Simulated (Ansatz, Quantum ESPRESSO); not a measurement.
# KMgF3 (Pm-3m): Raman and infrared activity

Aim: Raman and infrared lines of KMgF3 (Pm-3m).

Calculated with Quantum ESPRESSO 8.0 development, patched; DFT LDA, scalar-relativistic, plane waves, PseudoDojo norm-conserving pseudopotentials.

Most raw output is cut from this account.

### Step 1. Starting point

Symmetry: Pm-3m, No. 221, cubic system. Conventional cell: a = 3.986 Å, b = 3.986 Å, c = 3.986 Å, α = 90.00°, β = 90.00°, γ = 90.00°. K has 12 F at 2.82 Å nearest. Nearest to Mg lie 6 F at 1.99 Å. F has 2 Mg at 1.99 Å and 4 K at 2.82 Å nearest. Farther neighbours and most contacts between anions are not listed.

### Step 2. A probe with smearing

Before anything dear is run, a loose run with smearing shows whether this is a metal and how far the cell is from rest.

Input file probe.in:

```
&control
   calculation = 'scf'
   prefix = 'x'
   outdir = './tmp'
   pseudo_dir = './pseudo'
   tprnfor = .true.
   tstress = .true.
   verbosity = 'high'
/
&system
   ibrav = 1
   celldm(1) = 7.53225936
   nat = 5
   ntyp = 3
   ecutwfc = 84.0
   occupations = 'smearing'
   smearing = 'gaussian'
   degauss = 0.01
/
&electrons
   conv_thr = 1.0d-07
   mixing_beta = 0.7
   electron_maxstep = 100
/
ATOMIC_SPECIES
 K      39.0983  K.upf
 Mg     24.3050  Mg.upf
 F      18.9984  F.upf
ATOMIC_POSITIONS crystal
 K      0.500000000   0.500000000   0.500000000
 Mg     0.000000000   0.000000000   0.000000000
 F      0.500000000   0.000000000   0.000000000
 F      0.000000000   0.500000000   0.000000000
 F      0.000000000   0.000000000   0.500000000
K_POINTS automatic
 4 4 4 0 0 0
```

On the command line:

```sh
OMP_NUM_THREADS=1 mpirun -n 8 pw.x -nk 8 -in probe.in > probe.out
```

It took 4.6 s on 8 MPI ranks of Arm Neoverse V1, shared host.

Numbers from this step:

- volume per atom: 12.67 Å³
- pressure: -4.566 GPa
- gap on the k-mesh: 6.998 eV

A gap of 7.0 eV opens on this mesh, so the crystal is taken as an insulator; the start stands at -4.6 GPa.

### Step 3. Relaxing the cell and atoms

The relaxation runs at a cutoff a fifth above that of the response, since stress converges more slowly with the basis than frequencies do. Forces and stress are brought to rest with tight thresholds.

Input file relax.in:

```
&control
   calculation = 'vc-relax'
   prefix = 'x'
   outdir = './tmp'
   pseudo_dir = './pseudo'
   tprnfor = .true.
   tstress = .true.
   forc_conv_thr = 2.0d-05
   etot_conv_thr = 1.0d-07
   nstep = 40
/
&system
   ibrav = 1
   celldm(1) = 7.53225936
   nat = 5
   ntyp = 3
   ecutwfc = 101
   occupations = 'fixed'
   nbnd = 22
/
&electrons
   conv_thr = 1.0d-11
   mixing_beta = 0.7
   electron_maxstep = 100
/
&ions
/
&cell
   press_conv_thr = 0.2
/
ATOMIC_SPECIES
 K      39.0983  K.upf
 Mg     24.3050  Mg.upf
 F      18.9984  F.upf
ATOMIC_POSITIONS crystal
 K      0.500000000   0.500000000   0.500000000
 Mg     0.000000000   0.000000000   0.000000000
 F      0.500000000   0.000000000   0.000000000
 F      0.000000000   0.500000000   0.000000000
 F      0.000000000   0.000000000   0.500000000
K_POINTS automatic
 6 6 6 0 0 0
```

On the command line:

```sh
OMP_NUM_THREADS=1 mpirun -n 8 pw.x -nk 8 -in relax.in > relax.out
```

Run time: 45 s. Hardware: 8 MPI ranks.

The steps of the relaxation:

```
step  energy less that of the first step (eV)  largest force (eV/Å)  pressure (GPa)  volume (Å³)
   1                                   0.0000                0.0000           -4.53        63.33
   2                                  -0.0339                0.0000           -2.93        61.87
   3                                  -0.0551                0.0000           -0.15        59.74
   4                                  -0.0551                0.0000            0.01        59.63
   5                                  -0.0551                0.0000            0.00        59.64
   6                                  -0.0549                0.0000           -0.01        59.64
```

```
conventional cell, symmetrised  before  after  change
                         a (Å)   3.986  3.907  -2.0 %
                         b (Å)   3.986  3.907  -2.0 %
                         c (Å)   3.986  3.907  -2.0 %
              volume (Å³/atom)   12.67  11.93  -5.8 %
```

The relaxed structure:

```
CELL_PARAMETERS angstrom
3.90693 0.00000 0.00000
0.00000 3.90693 0.00000
0.00000 0.00000 3.90693
ATOMIC_POSITIONS crystal
K 0.50000 0.50000 0.50000
Mg 0.00000 0.00000 0.00000
F 0.50000 0.00000 0.00000
F 0.00000 0.50000 0.00000
F 0.00000 0.00000 0.50000
```

The last row of the table of steps is pw.x's closing run on a basis chosen anew for the final cell, so its energy can jump.

This step gave:

```
volume per atom   : 11.93 Å³
pressure          : -0.007000 GPa
gap on the k-mesh : 7.471 eV
```

The volume changes by -5.8 % from the cell with which this run began.

### Step 4. Ground state

Perturbation theory inherits every error of the wavefunctions, so the threshold is set near the limit of the arithmetic. With a gap, occupations are fixed, which also allows the response to an electric field.

Input file scf.in:

```
&control
   calculation = 'scf'
   prefix = 'x'
   outdir = './tmp'
   pseudo_dir = './pseudo'
   tprnfor = .true.
   tstress = .true.
/
&system
   ibrav = 1
   celldm(1) = 7.38302848
   nat = 5
   ntyp = 3
   ecutwfc = 84.0
   occupations = 'fixed'
   nbnd = 22
/
&electrons
   conv_thr = 1.0d-12
   mixing_beta = 0.7
   electron_maxstep = 100
/
ATOMIC_SPECIES
 K      39.0983  K.upf
 Mg     24.3050  Mg.upf
 F      18.9984  F.upf
ATOMIC_POSITIONS crystal
 K      0.500000000   0.500000000   0.500000000
 Mg     0.000000000   0.000000000   0.000000000
 F      0.500000000   0.000000000   0.000000000
 F      0.000000000   0.500000000   0.000000000
 F      0.000000000   0.000000000   0.500000000
K_POINTS automatic
 6 6 6 0 0 0
```

On the command line:

```sh
OMP_NUM_THREADS=1 mpirun -n 8 pw.x -nk 8 -in scf.in > scf.out
```

The job ended after 8.3 s (8 MPI ranks).

This step gave:

```yaml
pressure: -0.02 GPa
```

The cell stands at -0.02 GPa, close enough for phonons.

### Step 5. Zone-centre response

At q = 0 one unit cell holds all displacements; symmetry groups them into irreducible representations that are solved one by one. The response to a field gives ε∞ and the Born charges, which polar modes need. Third-order response adds the Raman tensors.

Input file ph.in:

```
phonons
&inputph
   prefix = 'x'
   outdir = './tmp'
   fildyn = 'g.dyn'
   tr2_ph = 1.0d-18
   epsil = .true.
   lraman = .true.
   elop = .true.
/
0.000000000000 0.000000000000 0.000000000000
```

On the command line:

```sh
OMP_NUM_THREADS=1 mpirun -n 8 ph.x -nk 8 -in ph.in > ph.out
```

The job ended after 11 min (8 MPI ranks; 1.5 h of CPU time).

Numbers from this step:

- miss of the charge sum rule: 2.60e-4 e
- largest acoustic frequency at the zone centre before the sum rule: 8.27 cm⁻¹
- highest optical zone-centre mode (no LO-TO term): 516.3 cm⁻¹
- lowest optical zone-centre mode: 155.5 cm⁻¹
- mean high-frequency dielectric constant: 2.158
- largest Born charge in size (third of the trace): 1.989 e

Born charge (rows field, columns displacement), before the sum rule (e), principal values of the symmetric part by kind of site:

```
atom  atoms with these values    low  middle   high   mean
  K1                        1   1.20    1.20   1.20   1.20
 Mg2                        1   1.99    1.99   1.99   1.99
  F3                        3  -1.25   -0.97  -0.97  -1.06
```

In full for K1:

```
1.20 0.00 0.00
0.00 1.20 0.00
0.00 0.00 1.20
```

High-frequency dielectric tensor:

```
2.16 0.00 0.00
0.00 2.16 0.00
0.00 0.00 2.16
```

The acoustic modes at Γ come out as far as 8.3 cm⁻¹ from zero, where they should vanish, a small numerical error; the Born charges miss their sum rule by 2.6e-4 e, which is good.

### Step 6. Modes with the sum rule

A rigid shift of the crystal must cost nothing, but grids and finite bases break this; the acoustic sum rule is imposed before the matrix is diagonalised again. With Born charges the intensities follow, and the static dielectric tensor.

Input file dynmat.in:

```
&input
   fildyn = 'g.dyn'
   asr = 'simple'
   fileig = 'dynmat.eig'
   lperm = .true.
/
```

On the command line:

```sh
dynmat.x -in dynmat.in > dynmat.out
```

Elapsed: 0.46 s, on 1 thread.

Numbers from this step:

```
highest optical zone-centre mode (no LO-TO term) : 516.2 cm⁻¹
mean static dielectric constant                  : 6.640
```

Unit eigenvectors of the mass-weighted matrix after the sum rule; no LO-TO term. Modes at Γ, with each element's share of the kinetic energy:

```
mode  frequency (cm⁻¹)  symmetry  K %  Mg %  F %
   1               0.0  acoustic   32    20   47
   2               0.0  acoustic   32    20   47
   3               0.0  acoustic   32    20   47
   4             155.5       T1u   67     5   28
   5             155.5       T1u   67     5   28
   6             155.5       T1u   67     5   28
   7             185.4       T2u    0     0  100
   8             185.4       T2u    0     0  100
   9             185.4       T2u    0     0  100
  10             285.4       T1u    1    41   58
  11             285.4       T1u    1    41   58
  12             285.4       T1u    1    41   58
  13             516.2       T1u    0    33   67
  14             516.2       T1u    0    33   67
  15             516.2       T1u    0    33   67
```

Displacements in mode 4 (155.5 cm⁻¹), the largest set to 1:
```
K1   0.44  1.00  0.04
Mg2 -0.16 -0.36 -0.01
F3  -0.20 -0.58 -0.02
F4  -0.26 -0.44 -0.02
F5  -0.26 -0.58 -0.02
```

Displacements in mode 14 (516.2 cm⁻¹), the largest set to 1:
```
K1   0.00  0.00  0.01
Mg2  0.00  0.00 -0.63
F3   0.00  0.00 -0.11
F4   0.00  0.00 -0.11
F5   0.00  0.00  1.00
```

Degenerate modes summed, no LO-TO term. Lines of the infrared spectrum (strongest = 100):

```
position (cm⁻¹)  lines merged  label  IR intensity, relative
            155             3    T1u                      44
            185             3    T2u                     0.0
            285             3    T1u                      69
            516             3    T1u                     100
```

Static dielectric tensor (ions relaxed, fixed cell):

```
6.64 0.00 0.00
0.00 6.64 0.00
0.00 0.00 6.64
```

The rule moves no optical mode by more than 0.3 cm⁻¹.

### Step 7. Sum rules set otherwise (asr no)

Without the rule the raw error of the acoustic modes shows.

Input file dynmat.in:

```
&input
   fildyn = 'g.dyn'
   asr = 'no'
   fileig = 'dynmat.eig'
   lperm = .true.
/
```

On the command line:

```sh
dynmat.x -in dynmat.in > dynmat.out
```

The job ended after 0.45 s (1 thread).

Numbers from this step:

```
highest optical zone-centre mode (no LO-TO term) : 516.3 cm⁻¹
mean static dielectric constant                  : 6.641
```

Zone-centre frequencies as printed; negative means imaginary. Modes:

```
mode  frequency (cm⁻¹)
   1              8.27
   2              8.27
   3              8.27
   4             155.5
   5             155.5
   6             155.5
   7             185.3
   8             185.3
   9             185.3
  10             285.7
  11             285.7
  12             285.7
  13             516.3
  14             516.3
  15             516.3
```

Against the first rule no mode moves by more than 8.3 cm⁻¹.

### Step 8. Sum rules set otherwise (asr crystal)

The rule can be imposed in more than one way; the choices should agree where the raw error is small.

Input file dynmat.in:

```
&input
   fildyn = 'g.dyn'
   asr = 'crystal'
   fileig = 'dynmat.eig'
   lperm = .true.
/
```

On the command line:

```sh
dynmat.x -in dynmat.in > dynmat.out
```

Run time: 0.45 s. Hardware: 1 thread.

Read from the output:

- mean static dielectric constant: 6.638

Zone-centre frequencies as printed; negative means imaginary. Modes:

```
mode  frequency (cm⁻¹)
   1                 0
   2                 0
   3                 0
   4             155.5
   5             155.5
   6             155.5
   7             185.3
   8             185.3
   9             185.3
  10             285.7
  11             285.7
  12             285.7
  13             516.3
  14             516.3
  15             516.3
```

Against the first rule no mode moves by more than 0.3 cm⁻¹.

### Step 9. The LO-TO splitting (1 0 0)

A longitudinal polar mode sets up a macroscopic field that stiffens it; the term hangs on the direction from which q goes to zero.

Input file dynmat.in:

```
&input
   fildyn = 'g.dyn'
   asr = 'simple'
   fileig = 'dynmat.eig'
   q(1) = 1.0
   q(2) = 0.0
   q(3) = 0.0
/
```

On the command line:

```sh
dynmat.x -in dynmat.in > dynmat.out
```

Elapsed: 0.44 s, on 1 thread.

Read from the output:

```
highest mode moved by the LO-TO term : 598.9 cm⁻¹
```

Zone-centre frequencies as printed; negative means imaginary. Modes:

```
mode  frequency (cm⁻¹)
   1                 0
   2                 0
   3                 0
   4             155.5
   5             155.5
   6             185.4
   7             185.4
   8             185.4
   9             192.2
  10             285.4
  11             285.4
  12             349.1
  13             516.2
  14             516.2
  15             598.9
```

The field moves 3 modes; the highest of them now lies at 599 cm⁻¹, where the highest that moved away lay at 516.

### Step 10. A second program

A second program on the same cell, potentials, cutoff and meshes tests the implementation of the phonon response, not its convergence. Its field response is summed in its own way. Its k mesh is centred on Γ.

This step: DFT LDA, scalar-relativistic, plane waves, PseudoDojo norm-conserving pseudopotentials (Ansatz 0.2.0).

Input file input.yaml:

```yaml
crystal:
  lattice:
    - [3.9069304164, 0.0, 0.0]
    - [0.0, 3.9069304164, 0.0]
    - [0.0, 0.0, 3.9069304164]
  atoms:
    - { symbol: K, position: [0.5, 0.5, 0.5] }
    - { symbol: Mg, position: [0.0, 0.0, 0.0] }
    - { symbol: F, position: [0.5, 0.0, 0.0] }
    - { symbol: F, position: [0.0, 0.5, 0.0] }
    - { symbol: F, position: [0.0, 0.0, 0.5] }
kpoints:
  mp_grid: { grid: [6, 6, 6] }
hamiltonian:
  xc: lda
  pseudopotentials: { kind: nc, accuracy: standard }
scf:
  occupations: { method: fixed }
output:
  eigenvalues: true
basis:
  ecutwfc: 1142.878
phonons:
  method: dfpt
  dielectric: true
  rigid_motions: translations
  raman: true
```

On the command line:

```sh
ansatz run input.yaml --threads 8 --pin off --max-ram 16384MiB --backend cpu --events-out ev --progress --plain --runs-dir out
```

It took 1.8 min on 8 threads; peak memory 3 GiB; 12 min of CPU time.

Read from the output:

| Property | Result |
| --- | --- |
| sum-rule residual before enforcement | 2.24e-4 eV/Å² |
| miss of the charge sum rule | 1.84e-4 e |
| highest optical zone-centre mode (no LO-TO term) | 516.2 cm⁻¹ |

Transverse modes. Infrared lines, with heights relative to the strongest:

```
position (cm⁻¹)  label  IR intensity ((D/Å)²/amu), degenerate modes summed, relative
            156    T1u                                                            44
            186    T2u                                                           0.0
            286    T1u                                                            69
            516    T1u                                                           100
```

### Step 11. Side by side: QE PseudoDojo and Ansatz, PseudoDojo

Numbers from this step:

| Property | Result |
| --- | --- |
| root-mean-square difference | 0.1 cm⁻¹ |
| largest difference | 0.18 cm⁻¹ |

The 12 of 12 modes that differ most. Frequencies side by side:

```
q (reciprocal lattice)  mode  QE PseudoDojo (cm⁻¹)  Ansatz, PseudoDojo (cm⁻¹)
                 0 0 0     4                 155.5                      155.5
                 0 0 0     5                 155.5                      155.5
                 0 0 0     6                 155.5                      155.5
                 0 0 0     7                 185.4                      185.6
                 0 0 0     8                 185.4                      185.6
                 0 0 0     9                 185.4                      185.6
                 0 0 0    10                 285.4                      285.5
                 0 0 0    11                 285.4                      285.5
                 0 0 0    12                 285.4                      285.5
                 0 0 0    13                 516.2                      516.2
                 0 0 0    14                 516.2                      516.2
                 0 0 0    15                 516.2                      516.2
```

The two runs side by side. Further quantities:

```
                                                                               quantity  QE PseudoDojo  Ansatz, PseudoDojo
                                                                                mean ε∞          2.158               2.158
largest Born charge in size (e; the first before, the second after the charge sum rule)          1.989               1.989
                                                       summed IR intensity ((D/Å)²/amu)          26.31               26.31
```

At the zone centre the largest difference (acoustic modes at Γ apart) is 0.03 % of the highest mode.

### Step 12. Summary of results

* space group after relaxation: Pm-3m
* volume per atom: 11.9 Å³
* gap on the k-mesh: 7.47 eV
* highest optical zone-centre mode (no LO-TO term): 516.2 cm⁻¹
* lowest optical zone-centre mode: 155.5 cm⁻¹
* highest mode moved by the LO-TO term: 598.9 cm⁻¹
* mean high-frequency dielectric constant: 2.16
* largest Born charge in size (third of the trace): 1.99 e
* mean static dielectric constant: 6.64
* imaginary optical modes at the zone centre (no q mesh in this session): none
* largest difference from Ansatz, PseudoDojo: 0.18 cm⁻¹

No mode is Raman active in this structure; the strongest infrared line lies at 516 cm⁻¹. At the LDA level the optical modes of KMgF3 (Pm-3m) at the zone centre (no LO-TO term) run from 155 to 516 cm⁻¹. Along the directions run, the highest mode that the macroscopic field moves lies at 599 cm⁻¹. Lattice motion raises the mean dielectric constant from 2.158 to 6.640. Of the 12 optical modes, 9 are infrared active alone and 3 are silent. QE PseudoDojo and Ansatz, PseudoDojo agree to 0.18 cm⁻¹ (0.03 % of the highest mode compared) on all solved modes but the acoustic ones at Γ, without the LO-TO term. These are harmonic frequencies at zero temperature: anharmonic shifts and linewidths and thermal expansion are left out. The build is a development version in which the Raman tensors of release 7.5 are mended; dynmat.x leaves out the electro-optic term of LO lines.

[Host names and launcher messages were left out of these logs when they were recorded.]

[Logs are printed without paths, hosts, clocks, repeated set-up lines and the standing remarks that a program may print on its own settings, such as how far it seeks lower states.]

[Hosts, paths, dates, database ids (printed as entryN), source tags and the programs' standing remarks are cut or masked in the printed files.]
